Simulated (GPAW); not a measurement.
# Mo2C(OH)2 MXene monolayer: work function by functional and basis

How far do functional and basis move the work function of Mo2C(OH)2 MXene monolayer?

Calculated with GPAW 26.7.0; GPAW, PAW setups; layer in a repeated cell with vacuum, relaxation of atoms and in-plane cell, in the first sound run; inputs show where later runs differ.

Most raw output is cut from this account.

### Step 1. Set-up

The cell holds 7 atoms: 2 H, 2 O, 2 Mo and 1 C. Its edges and angles: a = 3.025 Å, b = 3.025 Å, c = 20.479 Å, α = 90.0°, β = 90.0°, γ = 120.0°. Vacuum lies along c.

### Step 2. Relaxation

Forces are removed first; all later runs use this geometry.

Input file run.py:

```python
import json
import numpy as np
from ase import Atoms
from ase.filters import FrechetCellFilter
from ase.optimize import BFGS
from gpaw import GPAW, PW

slab = Atoms(
    ['H', 'O', 'Mo', 'C', 'Mo', 'O', 'H'],
    positions=[
        [-0.00000, 1.74633, 7.00000],
        [-0.00000, 1.74633, 7.98000],
        [1.51237, 0.87317, 9.04604],
        [0.00000, 0.00000, 10.23952],
        [-0.00000, 1.74633, 11.43300],
        [1.51237, 0.87317, 12.49904],
        [1.51237, 0.87317, 13.47904]],
    cell=[[3.02474, 0.0, 0.0], [-1.51237, 2.6195, 0.0], [0.0, 0.0, 20.479]],
    pbc=[True, True, True])

slab.calc = GPAW(mode=PW(600), xc='PBE', kpts={'size': (12, 12, 1), 'gamma': True},
                 occupations={'name': 'fermi-dirac', 'width': 0.05}, nbands='160%',
                 convergence={'density': 1e-05}, maxiter=200,
                 symmetry={'tolerance': 1e-3}, txt='slab.txt')
result = {}
# The in-plane cell is free; stress needs a cell that repeats along all three vectors
path = []
opt = BFGS(FrechetCellFilter(slab, mask=[1, 1, 0, 0, 0, 1]), maxstep=0.2)
opt.attach(lambda: path.append((slab.get_potential_energy(), slab.positions.tolist(), slab.get_forces().tolist())))
result['relaxed'] = bool(opt.run(fmax=0.02, steps=45))
result['path'] = path
result['cell'] = slab.cell.tolist()
print('in-plane lattice', slab.cell.cellpar().round(4)[[0, 1, 5]])
energy = slab.get_potential_energy()
fermi = slab.calc.get_fermi_level()
v = slab.calc.get_electrostatic_potential().mean((0, 1)) - fermi
n = slab.calc.get_pseudo_density().mean((0, 1))
L = slab.cell[2, 2]
z = np.arange(len(v)) * L / len(v)
low, high = slab.positions[:, 2].min(), slab.positions[:, 2].max()
below, above = np.interp([low - 4.8, high + 4.8], z, v)
slopes = [np.interp(x, z, np.gradient(v, z)) for x in (low - 4.8, high + 4.8)]
eps = np.array([[slab.calc.get_eigenvalues(k, s) for k in range(len(slab.calc.get_ibz_k_points()))]
                for s in range(slab.calc.get_number_of_spins())]) - fermi
top, bottom = eps[eps < 0].max(), eps[eps > 0].min()
dipole = slab.get_dipole_moment()[2]
print(f'energy {energy:.4f} eV, Fermi level {fermi:.4f} eV, dipole {dipole:.5f} e A')
print(f'potential 4.8 A off the faces, from the Fermi level: lower {below:.4f} eV, upper {above:.4f} eV')
print(f'slope of the potential there: lower {slopes[0]:.5f}, upper {slopes[1]:.5f} eV/A')
print(f'nearest levels on the mesh: {top:.4f} and {bottom:.4f} eV')
print('magnetic moment', round(slab.get_magnetic_moment(), 3))
result.update(energy=energy, fermi=fermi, dipole=dipole, below=below, above=above, slopes=slopes, edges=[top, bottom],
              z=z.tolist(), v=v.tolist(), n=n.tolist(), positions=slab.positions.tolist(),
              forces=slab.get_forces(apply_constraint=False).tolist(), moments=slab.get_magnetic_moments().tolist())
json.dump(result, open('result.json', 'w'))
```

Launch:

```
$ OMP_NUM_THREADS=1 OPENBLAS_NUM_THREADS=1 python run.py
```

Run time: 12 min. Hardware: 1 thread of Intel Xeon 6975P-C (Granite Rapids), shared host; peak memory 0.56 GiB.

This run has no spin polarisation, although Mo can carry a moment.

This step gave:

```yaml
dipole_along_the_normal: 6.63e-4 e·Å
levels_nearest_the_fermi_level_on_the_mesh: -0.001382, 0.01299 eV from the Fermi level
```

The electrostatic potential energy of an electron (without an applied field's), less the Fermi level, planar mean oscillates, so the rows of the table below give means over windows of 1.54 Å about each position, cut where the curve ends. Its maxima inside the range that stand out by 2 % of the span (Å: eV): 7.3: -0.0337, 8.4: -5.61, 9.9: -13.6, 10.6: -13.6, 12.1: -5.61, 13.1: -0.0420. Its minima: 7.0: -0.960, 8.0: -9.41, 9.3: -22.6, 10.2: -15.2, 11.2: -22.6, 12.5: -9.41, 13.5: -0.968.

The electrostatic potential energy of an electron (without an applied field's), less the Fermi level, planar mean by z; means over each step:

```csv
z (Å),"electrostatic potential energy of an electron (without an applied field's), less the Fermi level, planar mean (eV)"
0.77,1.87
2.31,1.86
3.85,1.81
5.39,1.52
6.93,-0.358
8.47,-10.6
10.01,-16.1
11.55,-14.2
13.09,-2.96
14.63,1.23
16.17,1.77
17.71,1.85
19.25,1.86
```

The pseudo valence density, planar mean oscillates, so the rows of the table below give means over windows of 1.19 Å about each position, cut where the curve ends. Its maxima inside the range that stand out by 2 % of the span (Å: e/Å³): 8.0: 0.838, 9.2: 1.55, 11.3: 1.55, 12.5: 0.838. Its minima: 8.5: 0.474, 10.2: 0.717, 11.9: 0.474.

The pseudo valence density, planar mean by z; means over each step:

```csv
z (Å),"pseudo valence density, planar mean (e/Å³)"
1.78,3.6e-5
2.97,1.6e-4
4.17,5.9e-4
5.35,0.00266
6.54,0.0606
7.73,0.546
8.93,0.973
10.12,0.829
11.30,1.09
12.49,0.607
13.69,0.109
14.88,0.00444
16.06,7.7e-4
17.25,2.1e-4
18.44,4.9e-5
```

The relaxation lowered the energy of the cell by 2.23 eV (energies extrapolated to zero smearing; the optimiser's log prints free energies). The largest force left on a free atom is 0.013 eV/Å.

### Step 3. Plane waves, PBE

The work function is the vacuum plateau of the electrostatic potential less the Fermi level; a dipole layer lets the two faces have plateaus of their own.

This step: GPAW, PAW setups; slab in vacuum (GPAW 26.7.0).

Input file run.py:

```python
import json
import numpy as np
from ase import Atoms
from gpaw import GPAW, PW

slab = Atoms(
    ['H', 'O', 'Mo', 'C', 'Mo', 'O', 'H'],
    positions=[
        [-0.00000, 1.87816, 7.00000],
        [0.00000, 1.87816, 7.97514],
        [1.62653, 0.93908, 9.29078],
        [-0.00000, 0.00000, 10.24979],
        [-0.00000, 1.87816, 11.20881],
        [1.62653, 0.93908, 12.52445],
        [1.62653, 0.93908, 13.49959]],
    cell=[[3.25307, 0.0, 0.0], [-1.62653, 2.81724, 0.0], [0.0, 0.0, 20.4996]],
    pbc=[True, True, False])

slab.calc = GPAW(mode=PW(500), xc='PBE', kpts={'size': (12, 12, 1), 'gamma': True},
                 occupations={'name': 'fermi-dirac', 'width': 0.05}, nbands='160%',
                 convergence={'density': 1e-05}, maxiter=200,
                 poissonsolver={'dipolelayer': 'xy'},
                 symmetry={'tolerance': 1e-3}, txt='slab.txt')
result = {}
energy = slab.get_potential_energy()
fermi = slab.calc.get_fermi_level()
v = slab.calc.get_electrostatic_potential().mean((0, 1)) - fermi
n = slab.calc.get_pseudo_density().mean((0, 1))
L = slab.cell[2, 2]
z = np.arange(len(v)) * L / len(v)
low, high = slab.positions[:, 2].min(), slab.positions[:, 2].max()
below, above = np.interp([low - 4.8, high + 4.8], z, v)
slopes = [np.interp(x, z, np.gradient(v, z)) for x in (low - 4.8, high + 4.8)]
eps = np.array([[slab.calc.get_eigenvalues(k, s) for k in range(len(slab.calc.get_ibz_k_points()))]
                for s in range(slab.calc.get_number_of_spins())]) - fermi
top, bottom = eps[eps < 0].max(), eps[eps > 0].min()
dipole = slab.get_dipole_moment()[2]
print(f'energy {energy:.4f} eV, Fermi level {fermi:.4f} eV, dipole {dipole:.5f} e A')
print(f'potential 4.8 A off the faces, from the Fermi level: lower {below:.4f} eV, upper {above:.4f} eV')
print(f'slope of the potential there: lower {slopes[0]:.5f}, upper {slopes[1]:.5f} eV/A')
print(f'nearest levels on the mesh: {top:.4f} and {bottom:.4f} eV')
print('magnetic moment', round(slab.get_magnetic_moment(), 3))
result.update(energy=energy, fermi=fermi, dipole=dipole, below=below, above=above, slopes=slopes, edges=[top, bottom],
              z=z.tolist(), v=v.tolist(), n=n.tolist(), positions=slab.positions.tolist(),
              forces=slab.get_forces(apply_constraint=False).tolist(), moments=slab.get_magnetic_moments().tolist())
json.dump(result, open('result.json', 'w'))
```

Wall time 55 s (1 thread); peak memory 0.27 GiB.

This step gave:

| Item | Value |
| --- | --- |
| dipole along the normal | -1.38e-4 e·Å |
| levels nearest the Fermi level on the mesh | -0.002986, 0.01442 eV from the Fermi level |
| upper work function | 1.902 eV |
| lower work function | 1.899 eV |

The electrostatic potential energy of an electron (without an applied field's), less the Fermi level, planar mean oscillates, so the rows of the table below give means over windows of 1.52 Å about each position, cut where the curve ends. Its maxima inside the range that stand out by 2 % of the span (Å: eV): 7.3: -0.00445, 8.4: -5.68, 10.0: -13.5, 10.5: -13.5, 12.1: -5.67, 13.2: -0.00108. Its minima: 7.0: -0.932, 8.0: -9.46, 9.3: -22.6, 10.2: -15.2, 11.2: -22.6, 12.5: -9.46, 13.5: -0.929.

The electrostatic potential energy of an electron (without an applied field's), less the Fermi level, planar mean by z; means over each step:

```csv
z (Å),"electrostatic potential energy of an electron (without an applied field's), less the Fermi level, planar mean (eV)"
0.76,1.90
2.28,1.90
3.80,1.85
5.32,1.58
6.84,-0.0423
8.36,-9.13
9.88,-16.7
11.40,-15.1
12.92,-3.72
14.44,1.04
15.96,1.78
17.48,1.89
19.00,1.91
```

The pseudo valence density, planar mean oscillates, so the rows of the table below give means over windows of 1.33 Å about each position, cut where the curve ends. Its maxima inside the range that stand out by 2 % of the span (Å: e/Å³): 8.0: 0.833, 9.3: 1.59, 11.2: 1.59, 12.5: 0.833. Its minima: 8.5: 0.474, 10.2: 0.717, 12.0: 0.474.

The pseudo valence density, planar mean by z; means over each step:

```csv
z (Å),"pseudo valence density, planar mean (e/Å³)"
2.00,4.9e-5
3.33,2.4e-4
4.66,0.00104
5.99,0.0129
7.32,0.333
8.64,0.830
9.98,0.928
11.30,1.05
12.64,0.558
13.96,0.0618
15.30,0.00216
16.62,4.5e-4
17.95,9.8e-5
```

Force by atom:

```csv
atom,x (eV/Å),y (eV/Å),z (eV/Å),size
H1,0.000,0.000,-0.112,0.112
O2,0.000,0.000,0.102,0.102
Mo3,0.000,0.000,0.005,0.005
C4,0.000,0.000,0.000,0.000
Mo5,0.000,0.000,-0.005,0.005
O6,0.000,0.000,-0.102,0.102
H7,0.000,0.000,0.112,0.112
```

The potential is flat to 0.008 eV/Å where it is read, so the vacuum is wide enough.

### Step 4. Self-consistent run: xc = "RPBE"

The same geometry under RPBE, to see how far the functional moves the levels against the vacuum.

run.py: that of step 3 with these lines changed.

```diff
@@ -18,3 +18,3 @@
 
-slab.calc = GPAW(mode=PW(500), xc='PBE', kpts={'size': (12, 12, 1), 'gamma': True},
+slab.calc = GPAW(mode=PW(500), xc='RPBE', kpts={'size': (12, 12, 1), 'gamma': True},
                  occupations={'name': 'fermi-dirac', 'width': 0.05}, nbands='160%',
```

Elapsed: 56 s, on 1 thread; peak memory 0.27 GiB.

Numbers from this step:

| Quantity | Value |
| --- | --- |
| levels nearest the Fermi level on the mesh | -0.004950, 0.006239 eV from the Fermi level |
| upper work function | 1.795 eV |
| lower work function | 1.792 eV |

The electrostatic potential energy of an electron (without an applied field's), less the Fermi level, planar mean oscillates, so the rows of the table below give means over windows of 1.52 Å about each position, cut where the curve ends. Its maxima inside the range that stand out by 2 % of the span (Å: eV): 7.3: -0.142, 8.4: -5.79, 10.0: -13.6, 10.5: -13.6, 12.1: -5.79, 13.2: -0.139. Its minima: 7.0: -1.07, 8.0: -9.59, 9.3: -22.6, 10.2: -15.3, 11.2: -22.6, 12.5: -9.59, 13.5: -1.06.

Electrostatic potential energy of an electron (without an applied field's), less the Fermi level, planar mean against z; means over each step:

```csv
z (Å),"electrostatic potential energy of an electron (without an applied field's), less the Fermi level, planar mean (eV)"
0.76,1.80
2.28,1.79
3.80,1.73
5.32,1.45
6.84,-0.181
8.36,-9.24
9.88,-16.8
11.40,-15.2
12.92,-3.86
14.44,0.898
15.96,1.65
17.48,1.78
19.00,1.80
```

The pseudo valence density, planar mean oscillates, so the rows of the table below give means over windows of 1.33 Å about each position, cut where the curve ends. Its maxima inside the range that stand out by 2 % of the span (Å: e/Å³): 8.0: 0.833, 9.3: 1.59, 11.2: 1.59, 12.5: 0.833. Its minima: 8.5: 0.473, 10.2: 0.716, 12.0: 0.473.

Table of pseudo valence density, planar mean by z; means over each step:

z (Å), pseudo valence density, planar mean (e/Å³) and a bar:
```
     2.00       0.00 
     3.33       0.00 
     4.66       0.00 
     5.99       0.01 
     7.32       0.33 ##########
     8.64       0.83 ########################
     9.98       0.93 ###########################
    11.30       1.05 ##############################
    12.64       0.56 ################
    13.96       0.06 ##
    15.30       0.00 
    16.62       0.00 
    17.95       0.00
```

Force by atom:

```csv
atom,x (eV/Å),y (eV/Å),z (eV/Å),size
H1,0.000,0.000,-0.109,0.109
O2,0.000,0.000,-0.169,0.169
Mo3,0.000,0.000,-0.048,0.048
C4,0.000,0.000,0.000,0.000
Mo5,0.000,0.000,0.048,0.048
O6,0.000,0.000,0.169,0.169
H7,0.000,0.000,0.109,0.109
```

The upper face's work function is 1.795 eV, against 1.902 eV in the first plane-wave PBE run at this geometry.

### Step 5. Self-consistent run: xc = "vdW-DF2"

The same geometry under vdW-DF2, to see how far the functional moves the levels against the vacuum (the van der Waals functionals take revPBE setups).

run.py: that of step 4 with these lines changed.

```diff
@@ -18,3 +18,3 @@
 
-slab.calc = GPAW(mode=PW(500), xc='RPBE', kpts={'size': (12, 12, 1), 'gamma': True},
+slab.calc = GPAW(mode=PW(500), xc='vdW-DF2', kpts={'size': (12, 12, 1), 'gamma': True},
                  occupations={'name': 'fermi-dirac', 'width': 0.05}, nbands='160%',
```

Elapsed: 5.3 min, on 1 thread; peak memory 0.46 GiB.

This step gave:

```yaml
dipole_along_the_normal: -1.37e-4 e·Å
levels_nearest_the_fermi_level_on_the_mesh: -0.01611, 0.01110 eV from the Fermi level
upper_work_function: 2.843 eV
lower_work_function: 2.839 eV
```

The electrostatic potential energy of an electron (without an applied field's), less the Fermi level, planar mean oscillates, so the rows of the table below give means over windows of 1.61 Å about each position, cut where the curve ends. Its maxima inside the range that stand out by 2 % of the span (Å: eV): 7.3: 0.416, 8.4: -5.58, 10.0: -13.5, 10.5: -13.5, 12.1: -5.58, 13.2: 0.419. Its minima: 7.0: -0.415, 8.0: -9.17, 9.3: -22.7, 10.2: -15.2, 11.2: -22.7, 12.5: -9.17, 13.5: -0.412.

Electrostatic potential energy of an electron (without an applied field's), less the Fermi level, planar mean against z; means over each step:

```csv
z (Å),"electrostatic potential energy of an electron (without an applied field's), less the Fermi level, planar mean (eV)"
0.81,2.85
2.42,2.83
4.02,2.74
5.63,2.22
7.24,-1.67
8.85,-13.8
10.46,-16.3
12.07,-9.95
13.68,0.549
15.29,2.46
16.90,2.78
18.51,2.84
20.12,2.85
```

The upper face's work function is 2.843 eV, against 1.902 eV in the first plane-wave PBE run at this geometry.

### Step 6. OptPBE vdW: xc = "optPBE-vdW"

The same geometry under optPBE-vdW, to see how far the functional moves the levels against the vacuum (the van der Waals functionals take revPBE setups).

run.py: that of step 5 with these lines changed.

```diff
@@ -18,3 +18,3 @@
 
-slab.calc = GPAW(mode=PW(500), xc='vdW-DF2', kpts={'size': (12, 12, 1), 'gamma': True},
+slab.calc = GPAW(mode=PW(500), xc='optPBE-vdW', kpts={'size': (12, 12, 1), 'gamma': True},
                  occupations={'name': 'fermi-dirac', 'width': 0.05}, nbands='160%',
```

Wall time 67 s (1 thread); peak memory 0.45 GiB.

This step gave:

| Property | Result |
| --- | --- |
| levels nearest the Fermi level on the mesh | -0.01012, 0.01021 eV from the Fermi level |
| upper work function | 2.333 eV |
| lower work function | 2.330 eV |

The electrostatic potential energy of an electron (without an applied field's), less the Fermi level, planar mean oscillates, so the rows of the table below give means over windows of 1.61 Å about each position, cut where the curve ends. Its maxima inside the range that stand out by 2 % of the span (Å: eV): 7.3: 0.205, 8.4: -5.56, 10.0: -13.5, 10.5: -13.5, 12.1: -5.56, 13.2: 0.208. Its minima: 7.0: -0.685, 8.0: -9.29, 9.3: -22.5, 10.2: -15.2, 11.2: -22.5, 12.5: -9.29, 13.5: -0.681.

The electrostatic potential energy of an electron (without an applied field's), less the Fermi level, planar mean by z; means over each step:

z (Å), electrostatic potential energy of an electron (without an applied field's), less the Fermi level, planar mean (eV) and a bar from the least value:
```
     0.81        2.3 ##############################
     2.42        2.3 ##############################
     4.02        2.3 ##############################
     5.63        1.8 #############################
     7.24       -1.9 #######################
     8.85      -13.6 ####
    10.46      -16.2 
    12.07       -9.9 ##########
    13.68        0.3 ###########################
    15.29        2.0 #############################
    16.90        2.3 ##############################
    18.51        2.3 ##############################
    20.12        2.3 ##############################
```

The upper face's work function is 2.333 eV, against 1.902 eV in the first plane-wave PBE run at this geometry.

### Step 7. Self-consistent run: xc = "LDA"

The same geometry under LDA, to see how far the functional moves the levels against the vacuum.

run.py: that of step 6 with these lines changed.

```diff
@@ -18,3 +18,3 @@
 
-slab.calc = GPAW(mode=PW(500), xc='optPBE-vdW', kpts={'size': (12, 12, 1), 'gamma': True},
+slab.calc = GPAW(mode=PW(500), xc='LDA', kpts={'size': (12, 12, 1), 'gamma': True},
                  occupations={'name': 'fermi-dirac', 'width': 0.05}, nbands='160%',
```

Elapsed: 47 s, on 1 thread; peak memory 0.27 GiB.

Numbers from this step:

| Item | Value |
| --- | --- |
| dipole along the normal | -1.38e-4 e·Å |
| levels nearest the Fermi level on the mesh | -0.002847, 0.02862 eV from the Fermi level |
| upper work function | 2.171 eV |
| lower work function | 2.167 eV |

The electrostatic potential energy of an electron (without an applied field's), less the Fermi level, planar mean oscillates, so the rows of the table below give means over windows of 1.52 Å about each position, cut where the curve ends. Its maxima inside the range that stand out by 2 % of the span (Å: eV): 7.3: 0.297, 8.4: -5.33, 10.0: -13.2, 10.5: -13.2, 12.1: -5.33, 13.2: 0.300. Its minima: 7.0: -0.648, 8.0: -9.16, 9.3: -22.3, 10.2: -15.0, 11.2: -22.3, 12.5: -9.15, 13.5: -0.645.

The electrostatic potential energy of an electron (without an applied field's), less the Fermi level, planar mean by z; means over each step:

z (Å), electrostatic potential energy of an electron (without an applied field's), less the Fermi level, planar mean (eV) and a bar from the least value:
```
     0.76        2.2 ##############################
     2.28        2.2 ##############################
     3.80        2.1 ##############################
     5.32        1.9 ##############################
     6.84        0.3 ###########################
     8.36       -8.8 ############
     9.88      -16.5 
    11.40      -14.8 ###
    12.92       -3.4 #####################
    14.44        1.3 #############################
    15.96        2.1 ##############################
    17.48        2.2 ##############################
    19.00        2.2 ##############################
```

The upper face's work function is 2.171 eV, against 1.902 eV in the first plane-wave PBE run at this geometry.

### Step 8. Self-consistent run: xc = "revPBE"

The same geometry under revPBE, to see how far the functional moves the levels against the vacuum.

run.py: that of step 7 with these lines changed.

```diff
@@ -18,3 +18,3 @@
 
-slab.calc = GPAW(mode=PW(500), xc='LDA', kpts={'size': (12, 12, 1), 'gamma': True},
+slab.calc = GPAW(mode=PW(500), xc='revPBE', kpts={'size': (12, 12, 1), 'gamma': True},
                  occupations={'name': 'fermi-dirac', 'width': 0.05}, nbands='160%',
```

The job ended after 54 s (1 thread; peak memory 0.27 GiB).

Numbers from this step:

```yaml
levels_nearest_the_fermi_level_on_the_mesh: -5.22e-4, 0.003721 eV from the Fermi level
upper_work_function: 1.741 eV
lower_work_function: 1.737 eV
```

The upper face's work function is 1.741 eV, against 1.902 eV in the first plane-wave PBE run at this geometry.

(Part 1 of 2 ends here.)

[Logs are printed without paths, hosts, clocks, repeated set-up lines and the standing remarks that a program may print on its own settings, such as how far it seeks lower states.]

[Hosts, paths, dates, database ids (printed as entryN), source tags and the programs' standing remarks are cut or masked in the printed files.]
